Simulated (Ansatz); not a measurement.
# Is TaInGa in the AlB2 type a stable metal?, part 2 of 3

The plan: relax TaInGa in the AlB2 type, check its phonons, and, if the lattice is stable, compute its Eliashberg function and ρ(T).

Ansatz 0.2.0; DFT PBEsol, scalar-relativistic, plane waves, PAW; PAW set soft_1.

So far. Step 2 (Relaxation): The largest force is now zero by symmetry and the largest stress component 0.033 GPa. Step 3 (Relaxing cell and atoms): The largest force is now zero by symmetry and the largest stress component 0.0013 GPa. The relaxed cell has a = 4.712, c = 2.794 Å (conventional setting).

The structure was built from a prototype and need not be the compound's stable phase.

## Step 4: Tight relaxation

No force is left; the cell is relaxed once more with another smearing and tight thresholds.

File input.yaml:

```yaml
crystal:
  lattice:
    - [4.7116211105, 0.0, 0.0]
    - [-2.3558105552, 4.0803835747, 0.0]
    - [0.0, 0.0, 2.7942844584]
  atoms:
    - { symbol: Ta, position: [0.0, 0.0, 0.0] }
    - { symbol: Ga, position: [0.3333333333, 0.6666666667, 0.5] }
    - { symbol: In, position: [0.6666666667, 0.3333333333, 0.5] }
kpoints:
  mp_grid: { grid: [6, 6, 10] }
hamiltonian:
  xc: pbesol
  pseudopotentials: { kind: paw, azcp: { folder: soft_1 }, xc_functional: pbe }
scf:
  occupations: { method: methfessel_paxton, width: 0.2 }
output:
  forces: true
  stress: true
  eigenvalues: true
relax:
  adjacent_minimum: "off"
  f_tol: 0.001
  max_steps: 60
  cell: { stress_tol: 0.01 }
```

The run is started by

```bash
$ ansatz run input.yaml --threads 4 --pin off --max-ram 12288MiB --backend cpu --events-out ev --progress --plain --runs-dir out
```

Numbers of over 12 decimals in the logs are rounded to 6 here.

What it wrote:

```text
[the first part of the log is left out]
  E_paw        = -14271.119924  (= ΣΔE_a)
  E_vpaw       = -789.144233  (= ΣTr[D̂ρ^β])
  E_aug_tail   = 0.000038  (compensation charges beyond the density's cutoff)
  E_ewald      = -4025.227827
  E_core_change = 1.312595  (= ΣΔE_core)
  E_smearing   = -0.003267  (= −TS)
  E_closure    = -0.000000  (closes the sum)
  Σ components = -19075.434134   (vs F -19075.434134, Δ=0.00e0)
[...]
--- Stress (GPa, compression-positive) ---
       -0.001218       0.000000       0.000000
       -0.000000      -0.001218       0.000000
        0.000000       0.000000      -0.000923
  P = ⅓ Tr σ = -0.0011 GPa (-0.011 kbar)
--- Band table (eV; the first three rows and the last of 42) ---
[...]
--- Relaxed structure (3 steps of the walk, 3 accepted, 1 SCFs on fresh bases) ---
[...]
cell:  # Å, volume = 53.6620 Å³
    - [4.705477, -2.882979704229905e-11, 0.0]
    - [-2.352739, 4.075063, 0.0]
    - [0.0, 0.0, 2.798521]
  atoms:
    - { symbol: Ta, position: [0, 0, 0.0] }
    - { symbol: Ga, position: [0.333333, 0.666667, 0.5] }
    - { symbol: In, position: [0.666667, 0.333333, 0.5] }
```

Elapsed: 3.9 s, on 4 threads of AMD EPYC 9B14 (Zen 4), shared host; peak memory 0.52 GiB; 14 s of CPU time.

The steps of the relaxation:

```
step  energy less that of the first step (eV)  largest force component (eV/Å)  pressure (GPa)  volume (Å³)
   1                                   0.0000                          0.0000           -0.08        53.72
   2                                  -0.0002                          0.0000            0.04        53.63
   3                                  -0.0002                          0.0000            0.00        53.66
   4                                  -0.0002                          0.0000            0.00        53.66
```

The log counts 1 steps on a newly chosen plane-wave basis, not all of them marked here; energy and pressure can jump at such steps.

```
conventional cell, symmetrised  before  after  change
                         a (Å)   4.712  4.705  -0.1 %
                         b (Å)   4.712  4.705  -0.1 %
                         c (Å)   2.794  2.799  +0.2 %
              volume (Å³/atom)   17.91  17.89  -0.1 %
```

Final coordinates:

```
Ta Ga In
1.0
     4.70548    0.00000    0.00000
    -2.35274    4.07506    0.00000
     0.00000    0.00000    2.79852
Ta Ga In
1 1 1
Direct
  0.00000 0.00000 0.00000
  0.33333 0.66667 0.50000
  0.66667 0.33333 0.50000
```

Numbers from this step:

```yaml
pressure: -0.001120 GPa
volume_per_atom: 17.89 Å³/atom
```

The largest force is now zero by symmetry and the largest stress component 0.0012 GPa, small enough for phonons.

## Step 5: Phonons: q 2×2×2, k 4×4×6

Couplings are defined for a stable lattice alone, so phonons come first.

File input.yaml:

```yaml
crystal:
  lattice:
    - [4.705477441, 0.0, 0.0]
    - [-2.3527387205, 4.0750630008, 0.0]
    - [0.0, 0.0, 2.798520837]
  atoms:
    - { symbol: Ta, position: [0.0, 0.0, 0.0] }
    - { symbol: Ga, position: [0.3333333333, 0.6666666667, 0.5] }
    - { symbol: In, position: [0.6666666667, 0.3333333333, 0.5] }
kpoints:
  mp_grid: { grid: [4, 4, 6] }
hamiltonian:
  xc: pbesol
  pseudopotentials: { kind: paw, azcp: { folder: soft_1 }, xc_functional: pbe }
scf:
  occupations: { method: methfessel_paxton, width: 0.2 }
output:
  eigenvalues: true
phonons:
  method: dfpt
  qmesh: [2, 2, 2]
  temperatures: { t_max: 1000, t_step: 50 }
  qpath:
    path:
      - [[0.0, 0.0, 0.0], [0.5, 0.0, 0.0], [0.33333333, 0.33333333, 0.0], [0.0, 0.0, 0.0], [0.0, 0.0, 0.5], [0.5, 0.0, 0.5], [0.33333333, 0.33333333, 0.5], [0.0, 0.0, 0.5]]
      - [[0.5, 0.0, 0.5], [0.5, 0.0, 0.0]]
      - [[0.33333333, 0.33333333, 0.5], [0.33333333, 0.33333333, 0.0]]
    npoints: 10
```

What it wrote:

```text
[...]
Crystal: 3 atoms, lattice volume = 53.662 Å³
Basis set: ecut = 420 eV, 1047 PW (Γ), exchange–correlation on 64×64×40 points (8 copies of the dense FFT grid, shifted against one another)
Bands: 24, of which v1, the nominal top of the filled ones, is band 20 counted from 1 (19 counted from 0)
Symmetry: 12 space group operations
k-points: 16 of 96 (time reversal used)
[...]
SCF iter   1: F=—  HF=-19076.280822 eV  |F-HF|=—  |Δ(HF+E_count)|=         —  Δρ=4.94e-2  dr2=2.91e0  ethr=3.10e-3  ⟨swp⟩=5.1  Hψ=1573  notcnv=0
[...]
SCF iter  10: F=-19075.472001 eV  HF=-19075.472001 eV  |F-HF|=3.64e-12  |Δ(HF+E_count)|=  1.09e-11  S|Δr|=    0.00e0  Δρ=2.19e-8  dr2=1.74e-13  ethr=1.00e-12  ⟨swp⟩=5.0  Hψ=1565  notcnv=0
SCF 1 converged in 10 iterations: F = -19075.472001 eV  dr2 = 1.74e-13
[...]
phonons: the bands overlap, so this run is a metal and interpolates without the dipole-dipole term. If the crystal is really an insulator or semiconductor, its LO-TO splitting is missing
NSCF: frozen V_eff on 16 k-points
[...]
DFPT response loops at q = (0, 0, 0) (fractional): preconditioner auto → Kerker (q_TF=auto, 2.587 Å⁻¹) (partly filled bands, converged f_vac=0.000); β = 1.00, the filter's whole step (`scf.mixing.beta` (0.50) is not read by the response loops under this deck's `scf.mixing.preconditioner`; to damp them name `kerker` or `kerker_dos`, under which they read `scf.mixing.beta`, and type it under 1.00, their step now; both keys bind the ground state too); Broyden in place of MSR1
[...]
SCF converged after 10 iterations
Stability not checked: this state was not tested for a lower state beside it, because cold or Methfessel-Paxton smearing, or corrected tetrahedra, fill the levels in a way that the test cannot read (fill_not_monotonic; see scf.lower_state_search)
Free energy (F): -19075.472001 eV
[...]
Internal energy: -19075.465210 eV  (E = F + TS)
E sigma→0 (E₀):  -19075.470304 eV
Entropy (-TS):   -0.006791 eV (-2.264 meV/atom)
Fermi energy:    15.187074 eV
[...]
--- Band table (eV; the first three rows and the last of 16) ---
  k-point 0: bands = [... 16 lower, 11.4975, 12.4927, 12.9137, 16.2495, 16.2495, 18.6931, 18.6931, 20.2629]
  k-point 1: bands = [... 16 lower, 12.0922, 13.1539, 13.8384, 15.2319, 15.2319, 18.6741, 19.5068, 19.5068]
  k-point 2: bands = [... 16 lower, 13.7217, 13.7217, 13.8154, 13.8154, 14.6588, 18.5957, 18.7630, 18.7630]
  k-point 15: bands = [... 16 lower, 11.6624, 12.8430, 13.4495, 15.9082, 16.2279, 16.7074, 18.1528, 18.1671]
--- Phonons (Γ-DFPT): 6 representative perturbations + reference (Σ response iterations 18) ---
  ASR residual: 4.675e-5 → 0.000e0 eV/Å²; symmetrization residual: 3.658e-5 eV/Å²
  ASR residual per site (eV/Å²): 4.67e-5 2.46e-5 2.97e-5
  Γ frequencies (cm⁻¹): 0.00 0.00 0.00 36.68 95.20 109.30 109.30 174.57 174.57
--- Phonons (arbitrary-q DFPT): 4 irreducible q on the 2×2×2 mesh ---
  q = [0.0000, 0.0000, 0.0000] (star 1, of the zone-centre solve; hermiticity 9.87e-6, symmetrization 4.34e-12): -0.00 -0.00 0.00 36.68 95.20 109.30 109.30 174.57 174.57
  q = [0.0000, 0.0000, -0.5000] (star 1, 6 solved perturbations in 132 linear systems a pass and spin channel, the states on 28 of 96 k-point pairs; hermiticity 3.37e-6, symmetrization 8.40e-8): 90.84 92.85 92.85 129.43 138.72 138.72 178.43 178.43 209.36
  q = [0.0000, -0.5000, 0.0000] (star 3, 9 solved perturbations on 28 of 96 k-point pairs; hermiticity 7.41e-5, symmetrization 2.14e-5): -50.01 43.45 66.72 82.12 82.74 91.34 113.41 174.78 192.64
[...]
sum rule: each row above includes the acoustic sum rule's correction from the zone centre's row sums; it moved no ω² by more than (0.31 cm⁻¹)²
  mesh force constants: q→R imaginary residual 1.81e-17; ASR residual 4.675e-5 → 0.000e0 eV/Å²; symmetrization residual 8.882e-15 eV/Å²
  interpolated dispersion: 93 rows × 9 modes
  density of states and harmonic sums: on the 16×16×22 q-mesh, interpolated from the force constants of a 2×2×2 supercell (no non-analytic term)
  largest difference from the sums on the solved wave vectors: F 1.14e-1 eV, S 1.60e-4 and C_V 4.60e-5 eV/K
  zero-point energy: 0.066669 eV/cell   skipped modes (ω ≤ 0): 84, of them read as no rigid motion or as one in doubt: 81 (2.168e-1 modes/cell left out, lowest -50.01 cm⁻¹)   left out of the sums: 2.41e-2 of the cell's modes: C_V's classical limit lies that fraction below 3 k_B per atom; for a crystal, a wire or a layer, F and S can be off by more, and a phonons.interpolated_qmesh denser along its periods is the remedy for the sampling
```

It took 22 s on 4 threads; peak memory 0.57 GiB; 81 s of CPU time.

In the SCF lines HF is the Harris–Foulkes energy and dr2 the Hartree energy of the density residual, in eV; the loop may stop once dr2 is under the threshold and the program's other checks hold. Hψ counts applications of the Hamiltonian.

This step gave:

* share of imaginary modes in the plain interpolation between solved wavevectors: 0.0231
* highest frequency, solved or plainly interpolated: 210.9 cm⁻¹

Solved on the 2×2×2 mesh alone; all other wavevectors are interpolated. Phonon branches along the path, in cm⁻¹:

```
    point  branch 1  branch 2  branch 3  branch 4  branch 5  branch 6  branch 7  branch 8  branch 9
        Γ         0         0         0        37        95       109       109       175       175
  halfway       -39        37        46        69        91        97       108       175       184
        M       -50        44        67        82        83        91       113       175       193
  halfway       -33        45        63        68        82        87       130       169       194
        K        37        42        46        70        78        80       148       158       195
  halfway       -38        40        50        69        90        97       111       174       187
        Γ         0         0         0        37        95       109       109       175       175
  halfway        70        70        76        95       123       123       158       176       176
        A        91        93        93       129       139       139       178       178       209
  halfway        80        95       120       131       135       141       178       186       210
        L        66       107       110       131       145       149       181       192       211
  halfway        60       107       122       125       149       151       170       199       211
        H        55       108       121       134       151       154       158       203       211
  halfway        74       102       117       131       136       144       175       190       210
        A        91        93        93       129       139       139       178       178       209
jump to L        66       107       110       131       145       149       181       192       211
  halfway        52        83       100       101       118       124       163       177       193
        M       -50        44        67        82        83        91       113       175       193
jump to H        55       108       121       134       151       154       158       203       211
  halfway        48        71        95       108       124       152       154       163       198
        K        37        42        46        70        78        80       148       158       195
```

The phonon branches as a text plot (rows in cm⁻¹):

```
    205 |                      *******************       ***
    195 |    ********         *      ***   **    ********  ******
    184 | ***        **         *******      *******
    173 |********   ************       *   ****    ******
    162 |        ***        *           ***         *    ** *  **
    151 |        *                   ********    *   *   ********
    140 |         **       *   ********     *******        * *
    129 |       *            ** ********************* *  ***
    118 |     **    *      ** **  ***  * ******   * ** **** * *
    108 |*****       ******  *       ********    *** **  * *** *
     97 |****  *    ******  *   ** **        * ** * ****  *****
     86 |   ***** ****     * ******           ***  ** ***    ****
     75 |   *  * **         **     **        *       *      * **
     64 |    **** ****     *         ***   **    ***  ***    * **
     53 |  **     *****   *             ***         *    ****   *
     42 | ************** **                          * **    ****
     32 |* *     *    *** *                                     *
     21 | *       *    * *
     10 |*                                            *
     -1 |               *
    -12 |*
    -23 | *        *   *
    -34 |  *    *   ***
    -45 |   ****                                       **
         Γ    M  K      Γ       A     L  H     A|L     M|H      K
```

Lowest modes at the softest wavevector of the mesh. Modes at q = (0.500, 0.000, 0.000), with each element's share of the kinetic energy (negative means imaginary):

```
mode  frequency (cm⁻¹)  Ta %  Ga %  In %
   1             -50.0    69     2    29
   2              43.5     2    93     5
   3              66.7    23     7    70
   4              82.1    21    55    24
   5              82.7    75     0    25
   6              91.3    51    19    31
```

Displacements in mode 1 (-50.0 cm⁻¹), the largest set to 1, in the home cell:
```
Ta1 -0.58  1.00  0.00
Ga2  0.17 -0.29  0.00
In3  0.47 -0.81  0.00
```

Displacements in mode 4 (82.1 cm⁻¹), the largest set to 1, in the home cell:
```
Ta1 -0.22  0.38  0.00
Ga2 -0.58  1.00  0.00
In3 -0.30  0.52  0.00
```

Among the solved wavevectors the lowest mode, translations apart, is -50 cm⁻¹, imaginary.

(Continued in part 3 of 3.)

[Logs are printed without paths, hosts, clocks, repeated set-up lines and the standing remarks that a program may print on its own settings, such as how far it seeks lower states.]

[Hosts, paths, dates, database ids (printed as entryN), source tags and the programs' standing remarks are cut or masked in the printed files.]
